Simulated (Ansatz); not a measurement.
# Na on Pd(111): change of the work function, part 2 of 3

Wanted: Δφ(θ) for Na/Pd(111), starting from the fcc site.

Ansatz 0.2.0; plane-wave DFT, PBE, Ansatz PAW.

So far, work function, upper face (eV): step 2 (the clean slab) 5.27.

### Step 3. Adsorbate added, k-mesh 4×4×1, coverage 0.111 ML

System of this step: Na/Pd(111). The cell holds 37 atoms: 36 Pd and 1 Na. Its edges and angles: a = 8.252 Å, b = 8.252 Å, c = 27.554 Å, α = 90.0°, β = 90.0°, γ = 60.0°. Vacuum lies along c.

The clean slab as it ended is repeated in the plane and the adsorbate is set on one face; the cell's size fixes the coverage, and the k-mesh shrinks with it to keep the sampling density about even. Adsorbate and upper layers relax, since the dipole depends on the height.

input.yaml reads:

```yaml
crystal:
  lattice:
    - [8.2519361365, 0.0, 0.0]
    - [4.1259680682, 7.1463863246, 0.0]
    - [0.0, 0.0, 27.5541563725]
  atoms:
    - { symbol: Pd, position: [0.0, 0.0, 0.3266294884] }
    - { symbol: Pd, position: [0.1111111111, 0.1111111111, 0.4081377922] }
    - { symbol: Pd, position: [0.2222222222, 0.2222222222, 0.491391738] }
    - { symbol: Pd, position: [0.0, 0.0, 0.5749992896] }
    - { symbol: Pd, position: [0.0, 0.3333333333, 0.3266294884] }
    - { symbol: Pd, position: [0.1111111111, 0.4444444444, 0.4081377922] }
    - { symbol: Pd, position: [0.2222222222, 0.5555555556, 0.491391738] }
    - { symbol: Pd, position: [0.0, 0.3333333333, 0.5749992896] }
    - { symbol: Pd, position: [0.0, 0.6666666667, 0.3266294884] }
    - { symbol: Pd, position: [0.1111111111, 0.7777777778, 0.4081377922] }
    - { symbol: Pd, position: [0.2222222222, 0.8888888889, 0.491391738] }
    - { symbol: Pd, position: [0.0, 0.6666666667, 0.5749992896] }
    - { symbol: Pd, position: [0.3333333333, 0.0, 0.3266294884] }
    - { symbol: Pd, position: [0.4444444444, 0.1111111111, 0.4081377922] }
    - { symbol: Pd, position: [0.5555555556, 0.2222222222, 0.491391738] }
    - { symbol: Pd, position: [0.3333333333, 0.0, 0.5749992896] }
    - { symbol: Pd, position: [0.3333333333, 0.3333333333, 0.3266294884] }
    - { symbol: Pd, position: [0.4444444444, 0.4444444444, 0.4081377922] }
    - { symbol: Pd, position: [0.5555555556, 0.5555555556, 0.491391738] }
    - { symbol: Pd, position: [0.3333333333, 0.3333333333, 0.5749992896] }
    - { symbol: Pd, position: [0.3333333333, 0.6666666667, 0.3266294884] }
    - { symbol: Pd, position: [0.4444444444, 0.7777777778, 0.4081377922] }
    - { symbol: Pd, position: [0.5555555556, 0.8888888889, 0.491391738] }
    - { symbol: Pd, position: [0.3333333333, 0.6666666667, 0.5749992896] }
    - { symbol: Pd, position: [0.6666666667, 0.0, 0.3266294884] }
    - { symbol: Pd, position: [0.7777777778, 0.1111111111, 0.4081377922] }
    - { symbol: Pd, position: [0.8888888889, 0.2222222222, 0.491391738] }
    - { symbol: Pd, position: [0.6666666667, 0.0, 0.5749992896] }
    - { symbol: Pd, position: [0.6666666667, 0.3333333333, 0.3266294884] }
    - { symbol: Pd, position: [0.7777777778, 0.4444444444, 0.4081377922] }
    - { symbol: Pd, position: [0.8888888889, 0.5555555556, 0.491391738] }
    - { symbol: Pd, position: [0.6666666667, 0.3333333333, 0.5749992896] }
    - { symbol: Pd, position: [0.6666666667, 0.6666666667, 0.3266294884] }
    - { symbol: Pd, position: [0.7777777778, 0.7777777778, 0.4081377922] }
    - { symbol: Pd, position: [0.8888888889, 0.8888888889, 0.491391738] }
    - { symbol: Pd, position: [0.6666666667, 0.6666666667, 0.5749992896] }
    - { symbol: Na, position: [0.1111111111, 0.1111111111, 0.6733705116] }
kpoints:
  mp_grid: { grid: [4, 4, 1] }
hamiltonian:
  xc: pbe
scf:
  occupations: { method: fermi_dirac, width: 0.1 }
  convergence: { dr2_threshold: 1.0e-08 }
efield:
  axis: 3
  dipole_correction: true
  ramp_position: 0.97
  ramp_width: 0.06
relax:
  f_tol: 0.02
  max_steps: 60
  constraints:
    - { sites: [0, 1, 4, 5, 8, 9, 12, 13, 16, 17, 20, 21, 24, 25, 28, 29, 32, 33] }
output:
  write_potential: true
  write_density: true
  volumetric_format: npy
```

Command:

```
> ansatz run input.yaml --threads 4 --pin off --max-ram 16384MiB --backend cpu --events-out ev --progress --plain --runs-dir out
```

The program printed:

```text
[...]
Crystal: 37 atoms, lattice volume = 1624.911 Å³
Basis set: ecut = 420 eV, 31731 PW (Γ), exchange–correlation on 120×120×384 points (8 copies of the dense FFT grid, shifted against one another)
Bands: 395, of which v1, the nominal top of the filled ones, is band 329 counted from 1 (328 counted from 0)
Symmetry: 6 space group operations
[...]
k-points: 4 of 16 (time reversal used)
[...]
SCF iter   1: F=—  HF=-252501.761849 eV  |F-HF|=—  |Δ(HF+E_count)|=         —  Δρ=9.52e-3  dr2=1.20e1  ethr=1.77e-3  p=0.765 e·Å  D=8.52e-2 V/Å  ΔV_dip=-2.35 eV  dr2_dipole=1.26e0  V_vac-E_F(+/−)=2.54/4.89 eV  ⟨swp⟩=7.0  Hψ=6584  notcnv=0  defer=76
[...]
SCF iter  13: F=-252501.508776 eV  HF=-252501.508776 eV  |F-HF|=1.09e-8  |Δ(HF+E_count)|=   1.47e-7  Δρ=2.98e-7  dr2=2.62e-9  ethr=1.52e-12  p=0.876 e·Å  D=9.76e-2 V/Å  ΔV_dip=-2.69 eV  dr2_dipole=6.32e-11  V_vac-E_F(+/−)=2.57/5.26 eV  ⟨swp⟩=8.0  Hψ=9272  notcnv=0
SCF 1 converged in 13 iterations: F = -252501.508776 eV  dr2 = 2.62e-9
[...]
relax step   1: F+E_penalty+E_count = -252501.50877612 eV  Δ(F+E_penalty+E_count) = +0.000e0 eV  max|allowed force component| = 7.445e-1 eV/Å  Δτ_max = 0.0000 Å  (13 SCF iters, accepted)
[...]
SCF iter  12: F=-252501.600650 eV  HF=-252501.600650 eV  |F-HF|=8.38e-9  |Δ(HF+E_count)|=   2.58e-8  Δρ=2.91e-7  dr2=3.99e-9  ethr=1.52e-12  p=0.807 e·Å  D=8.98e-2 V/Å  ΔV_dip=-2.48 eV  dr2_dipole=1.46e-10  V_vac-E_F(+/−)=2.78/5.26 eV  ⟨swp⟩=8.0  Hψ=9122  notcnv=0
SCF 2 converged in 12 iterations: F = -252501.600650 eV  dr2 = 3.99e-9
relax step   2: F+E_penalty+E_count = -252501.60064951 eV  Δ(F+E_penalty+E_count) = -9.187e-2 eV  max|allowed force component| = 5.041e-1 eV/Å  Δτ_max = 0.1456 Å  (12 SCF iters, accepted)
SCF iter   1: F=—  HF=-252501.645351 eV  |F-HF|=—  |Δ(HF+E_count)|=         —  Δρ=1.35e-3  dr2=1.78e-1  ethr=3.87e-4  p=0.807 e·Å  D=8.98e-2 V/Å  ΔV_dip=-2.48 eV  dr2_dipole=5.74e-2  V_vac-E_F(+/−)=2.79/5.26 eV  ⟨swp⟩=5.5  Hψ=4237  notcnv=0  defer=138
[...]
SCF iter  12: F=-252501.651746 eV  HF=-252501.651746 eV  |F-HF|=6.69e-9  |Δ(HF+E_count)|=   2.74e-8  Δρ=2.49e-7  dr2=1.87e-9  ethr=1.52e-12  p=0.716 e·Å  D=7.97e-2 V/Å  ΔV_dip=-2.20 eV  dr2_dipole=2.14e-11  V_vac-E_F(+/−)=3.06/5.26 eV  ⟨swp⟩=8.0  Hψ=9036  notcnv=0
SCF 3 converged in 12 iterations: F = -252501.651746 eV  dr2 = 1.87e-9
relax step   3: F+E_penalty+E_count = -252501.65174592 eV  Δ(F+E_penalty+E_count) = -5.110e-2 eV  max|allowed force component| = 4.248e-2 eV/Å  Δτ_max = 0.1960 Å  (12 SCF iters, accepted)
SCF iter   1: F=—  HF=-252501.650996 eV  |F-HF|=—  |Δ(HF+E_count)|=         —  Δρ=4.43e-4  dr2=3.83e-3  ethr=3.39e-6  p=0.716 e·Å  D=7.97e-2 V/Å  ΔV_dip=-2.20 eV  dr2_dipole=4.79e-4  V_vac-E_F(+/−)=3.06/5.26 eV  ⟨swp⟩=3.5  Hψ=3226  notcnv=0  defer=150
[...]
SCF iter  10: F=-252501.652555 eV  HF=-252501.652555 eV  |F-HF|=6.29e-9  |Δ(HF+E_count)|=   2.68e-8  Δρ=2.97e-7  dr2=3.37e-9  ethr=1.52e-12  p=0.721 e·Å  D=8.03e-2 V/Å  ΔV_dip=-2.21 eV  dr2_dipole=7.96e-13  V_vac-E_F(+/−)=3.05/5.26 eV  ⟨swp⟩=7.5  Hψ=8337  notcnv=0
SCF 4 converged in 10 iterations: F = -252501.652555 eV  dr2 = 3.37e-9
relax step   4: F+E_penalty+E_count = -252501.65255478 eV  Δ(F+E_penalty+E_count) = -8.089e-4 eV  max|allowed force component| = 9.080e-3 eV/Å  Δτ_max = 0.0077 Å  (10 SCF iters, accepted)
NSCF: frozen V_eff on 4 k-points
[...]
SCF converged after 10 iterations
Free energy (F): -252501.652555 eV
[...]
Internal energy: -252499.214876 eV  (E = F + TS)
E sigma→0 (E₀):  -252500.433716 eV
Entropy (-TS):   -2.437678 eV (-65.883 meV/atom)
Fermi energy:    3.780570 eV
Dipole field:    D = 0.080286 V/Å  (p = 0.720954 e·Å, saw-weighted, corrected)
Work function:   Φ+ = 3.0455 eV   Φ− = 5.2577 eV
[...]
--- Forces (eV/Å), atoms counted from 1 ---
  atom   1  Pd     0.00503634     0.00290773    -0.31072087
  atom   2  Pd     0.00000000     0.00000000     0.31488998
  atom   3  Pd     0.00057759     0.00033347     0.00532578
  atom   4  Pd     0.00309135     0.00178479     0.00440565
  atom   5  Pd     0.00000000    -0.00581546    -0.31072087
  atom   6  Pd     0.00901282     0.00855554     0.30591319
  atom   7  Pd     0.00171017    -0.00098737     0.00666080
  atom   8  Pd     0.00000000    -0.00356958     0.00440565
  atom   9  Pd     0.00822282    -0.00474745    -0.30013748
  atom  10  Pd    -0.00290290    -0.01208310     0.30591319
  atom  11  Pd     0.00000000    -0.00066694     0.00532578
  atom  12  Pd     0.00378243    -0.00218379     0.00252377
  atom  13  Pd    -0.00503634     0.00290773    -0.31072087
  atom  14  Pd     0.01191572     0.00352756     0.30591319
  atom  15  Pd    -0.00000000     0.00197473     0.00666080
  atom  16  Pd    -0.00309135     0.00178479     0.00440565
  atom  17  Pd     0.00191910     0.00110800    -0.31236349
  atom  18  Pd     0.00000000     0.00000000     0.35550394
  atom  19  Pd    -0.00171017    -0.00098737     0.00666080
  atom  20  Pd     0.00205467     0.00118626    -0.00226213
  atom  21  Pd     0.00000000    -0.00221599    -0.31236349
  atom  22  Pd     0.00290290    -0.01208310     0.30591319
  atom  23  Pd    -0.00013363     0.00007715     0.00032749
  atom  24  Pd     0.00000000    -0.00237252    -0.00226213
  atom  25  Pd    -0.00000000     0.00949489    -0.30013748
  atom  26  Pd    -0.01191572     0.00352756     0.30591319
  atom  27  Pd    -0.00057759     0.00033347     0.00532578
  atom  28  Pd    -0.00000000     0.00436757     0.00252377
  atom  29  Pd    -0.00191910     0.00110800    -0.31236349
  atom  30  Pd    -0.00901282     0.00855554     0.30591319
  atom  31  Pd     0.00000000    -0.00015430     0.00032749
  atom  32  Pd    -0.00205467     0.00118626    -0.00226213
  atom  33  Pd    -0.00822282    -0.00474745    -0.30013748
  atom  34  Pd     0.00000000     0.00000000     0.22194197
  atom  35  Pd     0.00013363     0.00007715     0.00032749
  atom  36  Pd    -0.00378243    -0.00218379     0.00252377
  atom  37  Na    -0.00000000    -0.00000000    -0.00907996
  max |Σ_I F_I| component: 1.36e-5 eV/Å
--- Band table (eV) ---
  k-point 0: bands = [... 325 lower, 3.5016, 3.5231, 3.5231, 3.5395, 3.5408, 3.5801, 3.5801, 3.5954, ... 62 higher]
  k-point 1: bands = [... 325 lower, 3.6363, 3.6392, 3.6470, 3.6878, 3.7209, 3.7778, 3.7781, 3.7911, ... 62 higher]
  k-point 2: bands = [... 325 lower, 3.7406, 3.7476, 3.7482, 3.7925, 3.8398, 3.8507, 3.9408, 3.9425, ... 62 higher]
  k-point 3: bands = [... 325 lower, 3.7611, 3.7651, 3.7968, 3.7993, 3.8264, 3.8296, 3.8418, 3.9444, ... 62 higher]
--- Relaxed structure (4 steps of the walk, 4 accepted, 0 SCFs on fresh bases) ---
  F+E_penalty+E_count = -252501.65255478 eV   max|allowed force component| = 9.080e-3 eV/Å
  atoms:
    - { symbol: Pd, position: [1.111111e-11, 1.111111e-11, 0.326629] }
    - { symbol: Pd, position: [0.111111, 0.111111, 0.4081377922] }
    - { symbol: Pd, position: [0.222493, 0.222493, 0.491375] }
    - { symbol: Pd, position: [-0.000999129, -0.000999129, 0.574628] }
    - { symbol: Pd, position: [1.111108e-11, 0.333333, 0.326629] }
    - { symbol: Pd, position: [0.111111, 0.444444, 0.4081377922] }
    - { symbol: Pd, position: [0.222441, 0.555446, 0.491838] }
    - { symbol: Pd, position: [-0.000999129, 0.335332, 0.574628] }
    - { symbol: Pd, position: [-2.222222e-11, 0.666667, 0.326629] }
    - { symbol: Pd, position: [0.111111, 0.777778, 0.4081377922] }
    - { symbol: Pd, position: [0.222493, 0.888348, 0.491375] }
    - { symbol: Pd, position: [-4.884430e-5, 0.666691, 0.575549] }
    - { symbol: Pd, position: [0.333333, 1.111111e-11, 0.326629] }
    - { symbol: Pd, position: [0.444444, 0.111111, 0.4081377922] }
    - { symbol: Pd, position: [0.555446, 0.222441, 0.491838] }
    - { symbol: Pd, position: [0.335332, -0.000999129, 0.574628] }
    - { symbol: Pd, position: [0.333333, 0.333333, 0.326629] }
    - { symbol: Pd, position: [0.444444, 0.444444, 0.4081377922] }
    - { symbol: Pd, position: [0.555446, 0.555446, 0.491838] }
    - { symbol: Pd, position: [0.333090, 0.333090, 0.576108] }
    - { symbol: Pd, position: [0.333333, 0.666667, 0.326629] }
    - { symbol: Pd, position: [0.444444, 0.777778, 0.4081377922] }
    - { symbol: Pd, position: [0.556154, 0.888590, 0.491358] }
    - { symbol: Pd, position: [0.333090, 0.667154, 0.576108] }
    - { symbol: Pd, position: [0.666667, -2.222220e-11, 0.326629] }
    - { symbol: Pd, position: [0.777778, 0.111111, 0.4081377922] }
    - { symbol: Pd, position: [0.888348, 0.222493, 0.491375] }
    - { symbol: Pd, position: [0.666691, -4.884430e-5, 0.575549] }
    - { symbol: Pd, position: [0.666667, 0.333333, 0.326629] }
    - { symbol: Pd, position: [0.777778, 0.444444, 0.4081377922] }
    - { symbol: Pd, position: [0.888590, 0.556154, 0.491358] }
    - { symbol: Pd, position: [0.667154, 0.333090, 0.576108] }
    - { symbol: Pd, position: [0.666667, 0.666667, 0.326629] }
    - { symbol: Pd, position: [0.777778, 0.777778, 0.4081377922] }
    - { symbol: Pd, position: [0.888590, 0.888590, 0.491358] }
    - { symbol: Pd, position: [0.666691, 0.666691, 0.575549] }
    - { symbol: Na, position: [0.111111, 0.111111, 0.661202] }
```

Elapsed: 6.5 min, on 4 threads of Intel Xeon Platinum 8259CL at 2.50GHz (Skylake/Cascade Lake), shared host; peak memory 11 GiB; 20 min of CPU time.

Relaxation path:

| step | energy less that of the first step (eV) | largest force component (eV/Å) |
| --- | --- | --- |
| 1 | 0.0000 | 0.7445 |
| 2 | -0.0919 | 0.5041 |
| 3 | -0.1430 | 0.0425 |
| 4 | -0.1438 | 0.0091 |

Forces are held to the 6 operations that the program found; a distortion that breaks them can't arise in this run.

The atoms that moved most (Å):

| atom | dx | dy | dz | length |
| --- | --- | --- | --- | --- |
| Na37 | 0.000 | 0.000 | -0.335 | 0.335 |
| Pd32 | 0.003 | -0.002 | 0.031 | 0.031 |
| Pd24 | 0.000 | 0.003 | 0.031 | 0.031 |
| Pd20 | -0.003 | -0.002 | 0.031 | 0.031 |
| Pd8 | 0.000 | 0.014 | -0.010 | 0.018 |
| Pd16 | 0.012 | -0.007 | -0.010 | 0.018 |
| Pd4 | -0.012 | -0.007 | -0.010 | 0.018 |
| Pd36 | 0.000 | 0.000 | 0.015 | 0.015 |

Final coordinates:

```
Pd Na
1.0
     8.25194    0.00000    0.00000
     4.12597    7.14639    0.00000
     0.00000    0.00000   27.55416
Pd Na
36 1
Direct
  0.00000 0.00000 0.32663
  0.11111 0.11111 0.40814
  0.22249 0.22249 0.49138
  0.99900 0.99900 0.57463
  0.00000 0.33333 0.32663
  0.11111 0.44444 0.40814
  0.22244 0.55545 0.49184
  0.99900 0.33533 0.57463
  0.00000 0.66667 0.32663
  0.11111 0.77778 0.40814
  0.22249 0.88835 0.49138
  0.99995 0.66669 0.57555
  0.33333 0.00000 0.32663
  0.44444 0.11111 0.40814
  0.55545 0.22244 0.49184
  0.33533 0.99900 0.57463
  0.33333 0.33333 0.32663
  0.44444 0.44444 0.40814
  0.55545 0.55545 0.49184
  0.33309 0.33309 0.57611
  0.33333 0.66667 0.32663
  0.44444 0.77778 0.40814
  0.55615 0.88859 0.49136
  0.33309 0.66715 0.57611
  0.66667 0.00000 0.32663
  0.77778 0.11111 0.40814
  0.88835 0.22249 0.49138
  0.66669 0.99995 0.57555
  0.66667 0.33333 0.32663
  0.77778 0.44444 0.40814
  0.88859 0.55615 0.49136
  0.66715 0.33309 0.57611
  0.66667 0.66667 0.32663
  0.77778 0.77778 0.40814
  0.88859 0.88859 0.49136
  0.66669 0.66669 0.57555
  0.11111 0.11111 0.66120
```

Read from the output:

```
energy at zero smearing        : -252500.4337 eV
work function, upper face      : 3.045 eV
work function, lower face      : 5.258 eV
dipole along the normal        : 0.7210 e·Å
step between the vacuum levels : -2.212 eV
```

Running mean over 2.246 Å of the planar mean; the ramp of the sawtooth is left out. Table of electron's electrostatic potential energy less the Fermi level by z:

z (Å), electron's electrostatic potential energy less the Fermi level (eV) and a bar from the least value:
```
        4       5.26 ##############################
        5       5.25 ##############################
        6       5.20 ##############################
        7       4.40 ############################
        8      -3.10 ############
        9      -8.25 #
       10      -8.48 
       11      -8.56 
       12      -8.21 #
       13      -8.32 #
       14      -8.26 #
       15      -7.88 #
       16      -8.06 #
       17      -2.23 ##############
       18       2.85 #########################
       19       2.75 #########################
       20       3.01 #########################
       21       3.04 #########################
       22       3.04 #########################
       23       3.05 #########################
       24       3.05 #########################
```

The relaxation took 4 steps and lowered the energy by 0.14 eV; the largest force on the free atoms ends at 0.0091 eV/Å.

The covered face has 3.05 eV, -2.22 eV against the clean one; the bare back face has moved by +0.01 eV, a measure of how thin the slab is.

[end of part 2 of 3]

[Long decimals in the printed logs are rounded to 6 places.]

[Logs are printed without paths, hosts, clocks, repeated set-up lines and the standing remarks that a program may print on its own settings, such as how far it seeks lower states.]

[Hosts, paths, dates, database ids (printed as entryN), source tags and the programs' standing remarks are cut or masked in the printed files.]

[Maps of the electrostatic potential energy from Ansatz leave out the sawtooth potential of an applied field or a dipole correction, so their vacuum need not be flat; planar profiles and work functions include it.]
